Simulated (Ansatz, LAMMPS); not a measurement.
## Squeezing and shearing glassy 72B2O3-28MgO (mol %) (104 atoms)

Aim: relax glassy 72B2O3-28MgO (mol %) (104 atoms), then change its volume and shape to read moduli from the stress.

Calculated with Ansatz 0.2.0; Kohn-Sham DFT, RPBE, PAW (set soft_2), plane waves.

**1. Starting point**

The cell holds 104 atoms: 36 B, 7 Mg and 61 O. Its edges and angles: a = 10.403 Å, b = 10.403 Å, c = 10.403 Å, α = 90.0°, β = 90.0°, γ = 90.0°. 104 atoms (36 B, 7 Mg, 61 O) placed at random at 2.08 g/cm³, melted at 3000 K for 20 ps at fixed volume with the Buckingham and Coulomb pair potential of Guillot and Sator (Geochim. Cosmochim. Acta 71, 1249 (2007)) with the boron terms of Wang et al. (J. Non-Cryst. Solids 498, 294 (2018)). Quenched from 3000 K to 300 K at 20 K/ps and fixed volume, held 10 ps at zero pressure.

Limits known from the start: The quench rate of 20 K/ps far exceeds what a furnace or splat quench reaches, so expect more defects and frozen-in strain than in a real sample. The starting topology of bonds comes from the classical model, and needn't be the one that DFT or experiment would give. Sampling is at Γ alone.

**2. Single point at the start**

The forces at the start show how far the geometry lies from a minimum of this functional.

input.yaml

```yaml
crystal:
  lattice:
    - [10.40289, 0.0, 0.0]
    - [0.0, 10.40289, 0.0]
    - [0.0, 0.0, 10.40289]
  atoms:
    - { symbol: B, position: [0.14536, 0.85299, 0.15566] }
    - { symbol: B, position: [0.45874, 0.50567, 0.97318] }
    - { symbol: B, position: [0.65459, 0.143, 0.17797] }
    - { symbol: B, position: [0.35102, 0.2027, 0.01175] }
    - { symbol: B, position: [0.91222, 0.35771, 0.82192] }
    - { symbol: B, position: [0.79717, 0.31354, 0.03771] }
    - { symbol: B, position: [0.41518, 0.67143, 0.77857] }
    - { symbol: B, position: [0.61509, 0.53609, 0.42121] }
    - { symbol: B, position: [0.02149, 0.03815, 0.79934] }
    - { symbol: B, position: [0.59134, 0.29491, 0.37361] }
    - { symbol: B, position: [0.02731, 0.06905, 0.05816] }
    - { symbol: B, position: [0.7056, 0.54674, 0.06784] }
    - { symbol: B, position: [0.64366, 0.7917, 0.7247] }
    - { symbol: B, position: [0.21818, 0.41818, 0.62809] }
    - { symbol: B, position: [0.5609, 0.15822, 0.58806] }
    - { symbol: B, position: [0.79687, 0.78582, 0.10841] }
    - { symbol: B, position: [0.6022, 0.91976, 0.50131] }
    - { symbol: B, position: [0.29073, 0.46032, 0.16987] }
    - { symbol: B, position: [0.37659, 0.11466, 0.2626] }
    - { symbol: B, position: [0.17985, 0.30605, 0.85002] }
    - { symbol: B, position: [0.02774, 0.24118, 0.24473] }
    - { symbol: B, position: [0.93329, 0.43065, 0.36423] }
    - { symbol: B, position: [0.05627, 0.03259, 0.3721] }
    - { symbol: B, position: [0.99078, 0.60234, 0.89102] }
    - { symbol: B, position: [0.30194, 0.3195, 0.39436] }
    - { symbol: B, position: [0.39862, 0.79767, 0.14382] }
    - { symbol: B, position: [0.43262, 0.71557, 0.39745] }
    - { symbol: B, position: [0.04697, 0.63796, 0.64628] }
    - { symbol: B, position: [0.82308, 0.8897, 0.35253] }
    - { symbol: B, position: [0.25626, 0.75968, 0.58748] }
    - { symbol: B, position: [0.57497, 0.94596, 0.02001] }
    - { symbol: B, position: [0.85221, 0.63763, 0.46573] }
    - { symbol: B, position: [0.84483, 0.28223, 0.57017] }
    - { symbol: B, position: [0.49821, 0.09949, 0.82593] }
    - { symbol: B, position: [0.08711, 0.63339, 0.13564] }
    - { symbol: B, position: [0.26615, 0.00405, 0.71045] }
    - { symbol: Mg, position: [0.83599, 0.97473, 0.5602] }
    - { symbol: Mg, position: [0.08593, 0.7684, 0.40053] }
    - { symbol: Mg, position: [0.76158, 0.1308, 0.7958] }
    - { symbol: Mg, position: [0.56863, 0.89027, 0.2624] }
    - { symbol: Mg, position: [0.80156, 0.53393, 0.70559] }
    - { symbol: Mg, position: [0.89202, 0.81773, 0.81118] }
    - { symbol: Mg, position: [0.3413, 0.94414, 0.44933] }
    - { symbol: O, position: [0.7527, 0.21714, 0.12099] }
    - { symbol: O, position: [0.8807, 0.34767, 0.46027] }
    - { symbol: O, position: [0.42954, 0.73194, 0.2532] }
    - { symbol: O, position: [0.7478, 0.7152, 0.76674] }
    - { symbol: O, position: [0.26272, 0.36857, 0.51225] }
    - { symbol: O, position: [0.01872, 0.18578, 0.12078] }
    - { symbol: O, position: [0.71939, 0.59215, 0.48232] }
    - { symbol: O, position: [0.86187, 0.7764, 0.43169] }
    - { symbol: O, position: [0.92022, 0.61644, 0.58311] }
    - { symbol: O, position: [0.27741, 0.90096, 0.62101] }
    - { symbol: O, position: [0.99656, 0.36528, 0.26962] }
    - { symbol: O, position: [0.78532, 0.43774, 0.08914] }
    - { symbol: O, position: [0.86536, 0.34327, 0.68986] }
    - { symbol: O, position: [0.56991, 0.16123, 0.71846] }
    - { symbol: O, position: [0.66326, 0.87586, 0.62433] }
    - { symbol: O, position: [0.02939, 0.67556, 0.7866] }
    - { symbol: O, position: [0.08156, 0.74392, 0.20606] }
    - { symbol: O, position: [0.12272, 0.51214, 0.63634] }
    - { symbol: O, position: [0.51989, 0.75607, 0.7668] }
    - { symbol: O, position: [0.40726, 0.58012, 0.87494] }
    - { symbol: O, position: [0.74256, 0.6633, 0.11848] }
    - { symbol: O, position: [0.14205, 0.04683, 0.74578] }
    - { symbol: O, position: [0.23922, 0.2461, 0.95143] }
    - { symbol: O, position: [0.56712, 0.26525, 0.50521] }
    - { symbol: O, position: [0.91946, 0.98164, 0.73079] }
    - { symbol: O, position: [0.70554, 0.94021, 0.40342] }
    - { symbol: O, position: [0.01908, 0.6322, 0.01696] }
    - { symbol: O, position: [0.26955, 0.82957, 0.12194] }
    - { symbol: O, position: [0.82408, 0.29057, 0.90567] }
    - { symbol: O, position: [0.80455, 0.8687, 0.21417] }
    - { symbol: O, position: [0.15737, 0.94951, 0.38952] }
    - { symbol: O, position: [0.07317, 0.16478, 0.34394] }
    - { symbol: O, position: [0.58971, 0.527, 0.00074] }
    - { symbol: O, position: [0.38359, 0.45421, 0.07142] }
    - { symbol: O, position: [0.38047, 0.04599, 0.77486] }
    [... 20 atom lines left out ...]
    - { symbol: O, position: [0.58466, 0.19946, 0.27967] }
    - { symbol: O, position: [0.98887, 0.05081, 0.92788] }
    - { symbol: O, position: [0.30541, 0.39606, 0.2853] }
    - { symbol: O, position: [0.91698, 0.49062, 0.85926] }
    - { symbol: O, position: [0.45824, 0.18891, 0.93325] }
    - { symbol: O, position: [0.25284, 0.35376, 0.74272] }
kpoints:
  mp_grid: { grid: [1, 1, 1] }
hamiltonian:
  xc: rpbe
scf:
  occupations: { method: fixed }
output:
  forces: true
```

Run with:

```console
ansatz run input.yaml --threads 4 --pin off --max-ram 8192MiB --backend cpu --events-out ev --progress --plain --runs-dir out
```

The log of the run:

```text
[...]
Pseudopotentials: kind: paw
Pseudopotential: B, paw, valence charge 3, recommended cutoff 420 eV (normal), B.paw.azcp
Pseudopotential: Mg, paw, valence charge 10, recommended cutoff 420 eV (normal), Mg.paw.azcp
Pseudopotential: O, paw, valence charge 6, recommended cutoff 420 eV (normal), O.paw.azcp
[... 5 lines on functional and potentials left out ...]
Crystal: 104 atoms, lattice volume = 1125.802 Å³
Basis set: ecut = 420 eV, 22119 PW (Γ), exchange–correlation on 144×144×144 points (8 copies of the dense FFT grid, shifted against one another)
Bands: 376, of which v1, the nominal top of the filled ones, is band 272 counted from 1 (271 counted from 0)
Symmetry: 1 space group operations
Space group: P1 (ITA 1), of the structure as read, at distance tolerance 1.0e-4 Å
k-points: 1
[... 10 lines on functional and potentials left out ...]
Initial density: superposition of atomic densities (neutral atoms: chi_scale 0, normalization atom), corrected by the library's trained network
Initial wavefunctions: pseudopotential atomic-orbital guess
[...]
SCF iter   1: F=—  HF=-53942.217190 eV  |F-HF|=—  |Δ(HF+E_count)|=         —  Δρ=5.20e-3  dr2=3.02e-1  ethr=1.77e-3  ⟨swp⟩=6.0  Hψ=1174  notcnv=0  defer=102
preconditioner: auto → Resta (q_TF=auto, 2.417 Å⁻¹)  ε∞=3.0  [insulator: Δε(μ)=3.751 eV  Ē_g=17.123 eV  n_scr=256 (ndim 8)  ℏωp=24.4 eV  f_vac=0.155  ε∞_Penn≈3.0]
SCF iter   2: F=—  HF=-53942.197511 eV  |F-HF|=—  |Δ(HF+E_count)|=   1.97e-2  Δρ=2.67e-3  dr2=6.12e-2  ethr=5.55e-5  ⟨swp⟩=3.0  Hψ=572  notcnv=0  defer=102
SCF iter   3: F=—  HF=-53942.204438 eV  |F-HF|=—  |Δ(HF+E_count)|=   6.93e-3  Δρ=9.90e-4  dr2=1.43e-2  ethr=1.13e-5  ⟨swp⟩=3.0  Hψ=468  notcnv=0  defer=81
automatic band count: iteration 3 solves 355 bands in place of 376: the levels show a gap, and the empty bands left out lie too high to hold charge; the band table lists the bands solved (type scf.n_extra_bands for more)
SCF iter   4: F=—  HF=-53942.205013 eV  |F-HF|=—  |Δ(HF+E_count)|=   5.74e-4  Δρ=3.14e-4  dr2=1.23e-3  ethr=2.63e-6  ⟨swp⟩=3.0  Hψ=470  notcnv=0  defer=81
SCF iter   5: F=—  HF=-53942.205323 eV  |F-HF|=—  |Δ(HF+E_count)|=   3.10e-4  Δρ=2.09e-4  dr2=4.08e-4  ethr=2.26e-7  ⟨swp⟩=3.0  Hψ=527  notcnv=0  defer=81
SCF iter   6: F=—  HF=-53942.205303 eV  |F-HF|=—  |Δ(HF+E_count)|=   2.05e-5  Δρ=4.97e-5  dr2=2.43e-5  ethr=7.49e-8  ⟨swp⟩=3.0  Hψ=466  notcnv=0  defer=81
SCF iter   7: F=—  HF=-53942.207047 eV  |F-HF|=—  |Δ(HF+E_count)|=   1.74e-3  Δρ=2.70e-5  dr2=6.30e-6  ethr=4.46e-9  ⟨swp⟩=3.0  Hψ=628  notcnv=0  defer=81
SCF iter   8: F=—  HF=-53942.207047 eV  |F-HF|=—  |Δ(HF+E_count)|=   4.10e-7  Δρ=7.43e-6  dr2=4.99e-7  ethr=1.16e-9  ⟨swp⟩=2.0  Hψ=519  notcnv=0  defer=81
SCF iter   9: F=-53942.207048 eV  HF=-53942.207048 eV  |F-HF|=3.62e-9  |Δ(HF+E_count)|=   5.54e-7  Δρ=2.50e-6  dr2=5.76e-8  ethr=1.84e-11  ⟨swp⟩=5.0  Hψ=1165  notcnv=0
SCF 1 converged in 9 iterations: F = -53942.207048 eV  dr2 = 5.76e-8
[...]
SCF converged after 9 iterations
Free energy (F): -53942.207048 eV
Harris-Foulkes:  -53942.207048 eV  (|F-HF|=3.62e-9)
Internal energy: -53942.207048 eV  (E = F + TS)
E sigma→0 (E₀):  -53942.207048 eV
Fermi energy:    3.783722 eV
--- Per-component energies (eV) ---
[...]
Σ components = -53942.207048   (vs F -53942.207048, Δ=0.00e0)
--- Forces (eV/Å), atoms counted from 1 ---
  atom   1  B      0.88093562     0.79843105    -1.62104825
  atom   2  B      0.54991331     2.81686246     1.18728663
  atom   3  B      0.55539679     2.52894585    -1.56156095
  atom   4  B      0.54748837    -0.88330659    -1.39504005
[...]
atom 104  O      0.13849778    -0.27658997     0.35927604
  max |Σ_I F_I| component: 1.56e-4 eV/Å
```

The job ended after 7.6 s (4 threads of Intel Xeon Platinum 8259CL at 2.50GHz (Skylake/Cascade Lake), shared host; peak memory 1.4 GiB; 28 s of CPU time).

The column dr2 measures how far the density is from self-consistency, as an energy; F and HF (Harris–Foulkes) agree once it is small.

The r.m.s. force at the start is 1.1 eV/Å.

[end of part 1 of 5]

[Long decimals in the printed logs are rounded to 6 places.]

[Logs are printed without paths, hosts, clocks, repeated set-up lines and the standing remarks that a program may print on its own settings, such as how far it seeks lower states.]

[Hosts, paths, dates, database ids (printed as entryN), source tags and the programs' standing remarks are cut or masked in the printed files.]
